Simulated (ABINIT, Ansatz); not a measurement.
# Sr3SbN (Pm-3m): G0W0 on several meshes in ABINIT, part 2 of 2

Aim: the GW shift of Sr3SbN (Pm-3m) against the k mesh.

ABINIT 10.8.3; LDA and many-body steps on it, plane waves. Known limits of the many-body steps: not at the basis limit; model gap, bands may invert with spin-orbit coupling; mesh may overstate the screening; screening runs away on this mesh; no spin-orbit coupling; coarse k mesh.

So far. Step 4 (2×2×2): The gap on the mesh goes from 0.25 eV to 0.45 eV, a correction of +0.20 eV. Step 5 (Empty states on the mesh, 4×4×4 mesh, 217 bands): On this mesh the gap is 0.250 eV.

## Step 7: 4×4×4

This step: G0W0 on LDA, plane waves, norm-conserving pseudopotentials.

Contents of run.abi:

```
acell 3*1.0 Angstrom
rprim 
  5.194965140000 0.000000000000 0.000000000000
  0.000000000000 5.194965140000 0.000000000000
  0.000000000000 0.000000000000 5.194965140000
ntypat 3
znucl 38 51 7
natom 5
typat 1 1 1 2 3
xred 
  0.000000000000 0.500000000000 0.500000000000
  0.500000000000 0.500000000000 0.000000000000
  0.500000000000 0.000000000000 0.500000000000
  0.000000000000 0.000000000000 0.000000000000
  0.500000000000 0.500000000000 0.500000000000
pp_dirpath "pseudos"
pseudos "Sr.upf, Sb.upf, N.upf"
ecut 40
ngkpt 4 4 4
nshiftk 1
shiftk 0 0 0
kptopt 1
chksymbreak 0
istwfk *1
occopt 1
irdwfk 1
optdriver 4
nband 199
gwcalctyp 0
ecutsigx 40
symsigma 1
nkptgw 1
kptgw 
  0.0000000000 0.0000000000 0.0000000000
bdgw 
  27 31
ecuteps 5.2
irdscr 1
ppmodel 1
indata_prefix "in"
outdata_prefix "out"
tmpdata_prefix "tmp"
```

Launch:

```sh
$ OMP_NUM_THREADS=1 mpirun -n 4 abinit run.abi > log
```

Numbers of over 12 decimals in the logs are rounded to 6 here.

Output:

```text
.Version 10.8.3 of ABINIT. v10.8.2 released Aug 2026.

 Symmetries : space group Pm -3 m (#221); Bravais cP (primitive cubic)
[... echo of the input left out ...]
== DATASET  1 ==================================================================
-   mpi_nproc: 4, omp_nthreads: 1 (-1 if OMP is not activated)

--- !DatasetInfo
iteration_state: {dtset: 1, }
dimensions: {natom: 5, nkpt: 10, mband: 199, nsppol: 1, nspinor: 1, nspden: 1, mpw: 11536, }
cutoff_energies: {ecut:  40.0, pawecutdg:  -1.0, }
electrons: {nelect:   5.80000000E+01, charge:   0.00000000E+00, occopt:   1.00000000E+00, tsmear:   1.00000000E-02, }

 SIGMA: Calculation of the GW corrections

 Based on a program developped by R.W. Godby, V. Olevano, G. Onida, and L. Reining.
 Incorporated in ABINIT by V. Olevano, G.-M. Rignanese, and M. Torrent.
.Using double precision arithmetic ; gwpc =  8

[... cell and pseudopotentials left out ...]
--------------------------------------------------------------------------------

 ==== K-mesh for the wavefunctions ====
 Number of points in the irreducible wedge :    10
[... list of points left out ...]
 Together with 48 symmetry operations and time-reversal symmetry
 yields    64 points in the full Brillouin Zone.

 ==== Q-mesh for screening function ====
 Number of points in the irreducible wedge :    10
[... list of points left out ...]
 Together with 48 symmetry operations and time-reversal symmetry
 yields    64 points in the full Brillouin Zone.

 vcoul_init : cutoff-mode = AUXILIARY_FUNCTION
 q-points for optical limit:   1
     1)      0.000010    0.000020    0.000030
 setmesh: FFT mesh size selected  =    60x   60x   60
          total number of points  =       216000

 Number of electrons calculated from density =   58.0000; Expected =   58.0000
[...]
number of q-points in IBZ                          10
 number of symmetry operations                      48
 number of k-points in BZ                           64
 number of q-points in BZ                           64
 number of frequencies for dSigma/dE                 9
 frequency step for dSigma/dE [eV]                0.25
 number of omega for Sigma on real axis              0
 max omega for Sigma on real axis  [eV]           0.00
 zcut for avoiding poles [eV]                     0.10

 EPSILON^-1 parameters (SCR file):
 dimension of the eps^-1 matrix on file            515
 dimension of the eps^-1 matrix used               515
 number of plane-waves for wavefunctions         11459
 number of bands                                   199
 number of q-points in IBZ                          10
 number of frequencies                               2
 number of real frequencies                          1
 number of imag frequencies                          1

 matrix elements of self-energy operator (all in [eV])

 Perturbative Calculation

--- !SelfEnergy_ee
iteration_state: {dtset: 1, }
kpoint     : [   0.000,    0.000,    0.000, ]
spin       : 1
KS_gap     :    0.250
QP_gap     :    0.525
Delta_QP_KS:    0.275
data: !SigmaeeData |
     Band     E0 <VxcDFT>   SigX SigC(E0)      Z dSigC/dE  Sig(E)    E-E0       E
       27   6.668 -14.846 -17.331   2.551   0.745  -0.342 -14.796   0.050   6.717
       28   6.668 -14.846 -17.331   2.551   0.745  -0.342 -14.796   0.050   6.717
       29   6.668 -14.846 -17.331   2.551   0.745  -0.342 -14.796   0.050   6.717
       30   6.918  -8.653  -4.610  -3.638   0.800  -0.250  -8.329   0.325   7.243
       31   6.918  -8.653  -4.610  -3.638   0.800  -0.250  -8.329   0.325   7.243

== END DATASET(S) ==============================================================
================================================================================

 -outvars: echo values of variables after computation  --------
           etotal      0.0000000000E+00
            nband         199
             nkpt          10
          spgroup         221
 [... the other variables as echoed above ...]

 Calculation completed.
```

Elapsed: 39 s, on 4 MPI ranks of Arm Neoverse V1, shared host; peak memory 3.5 GiB; 2.6 min of CPU time.

Numbers from this step:

| Item | Value |
| --- | --- |
| G0W0 gap on the points computed | 0.5260 eV |
| starting gap on the mesh | 0.2503 eV |
| k of the valence top | 0, 0, 0 |
| k of the conduction bottom | 0, 0, 0 |
| Z at the valence top | 0.745 |
| Z at the conduction bottom | 0.8 |
| least direct G0W0 gap on the computed points | 0.5260 eV |

Against G0W0 in ABINIT (2×2×2 mesh, 199 bands, screening to 141.5 eV, Godby-Needs plasmon pole), the gap moves by +0.072 eV.

## Step 8: Side by side

Times are wall times on 4 MPI ranks of Arm Neoverse V1, shared host, good to a factor of about two. A run's time includes the screening step that it read.

| run | mesh | bands | screening cutoff (eV) | DFT gap (eV) | gap on the mesh (eV) | direct (eV) | ε∞ used | time |
| --- | --- | --- | --- | --- | --- | --- | --- | --- |
| 2×2×2 | 2×2×2 | 199 | 141.5 | 0.250 | 0.454 | 0.454 | 186.73 | 97 s |
| 4×4×4 | 4×4×4 | 199 | 141.5 | 0.250 | 0.526 | 0.526 | 33.04 | 12 min |

## Step 9: Outcome

| Quantity | Value |
| --- | --- |
| 2×2×2 | 0.454 eV |
| 4×4×4 | 0.526 eV |
| known limits | not at the basis limit; model gap, bands may invert with spin-orbit coupling; mesh may overstate the screening; screening runs away on this mesh; no spin-orbit coupling; coarse k mesh |

**Reading.** 4×4×4: +0.072 eV against 2×2×2. Bands and cutoff are finite, so the gap is not at the basis limit. The miss can reach some tenths of an eV and take either sign; the mesh is an error of its own. In the G0W0 runs levels were corrected at 1 k point alone, so a gap called «on the mesh» is the least over those, and an edge elsewhere would be missed. The 2×2×2 mesh is coarse for this cell, which bears on the long-range parts of exchange and screening. With atoms this heavy and so narrow a gap, spin-orbit coupling can invert the bands. These scalar-relativistic gaps are then model values, not to be set against experiment, and a spin-orbit change taken from DFT can't simply be added. For the LDA start: The RPA ε∞ on this mesh reaches over 25; with a narrow direct gap a coarse mesh can overstate it, and the correction is then too small. For the LDA start: On this mesh the RPA ε∞ passes 90, more than nearly any semiconductor shows; a coarse mesh does this where one point with a narrow direct gap carries much weight. The screening is then too strong, and the G0W0 gap should not be taken as the material's.

[Paths, hosts, dates, memory and timing lines, banners, echoed tables and standing remarks are left out of the program output.]

[Logs are printed without paths, hosts, clocks, repeated set-up lines and the standing remarks that a program may print on its own settings, such as how far it seeks lower states.]

[Runs of the session that timed out or met a known fault of the program may be left out.]

[Hosts, paths, dates, database ids (printed as entryN), source tags and the programs' standing remarks are cut or masked in the printed files.]

[G0W0 gaps are taken among the corrected bands and points alone; a level outside them can change the order at an edge.]

[Where Ansatz stands beside ABINIT at settings called matched, ABINIT's density can come from a denser mesh and the files from another edition; pairs whose starting gaps differed by over 0.03 eV were left out, so agreement reads better than it is.]
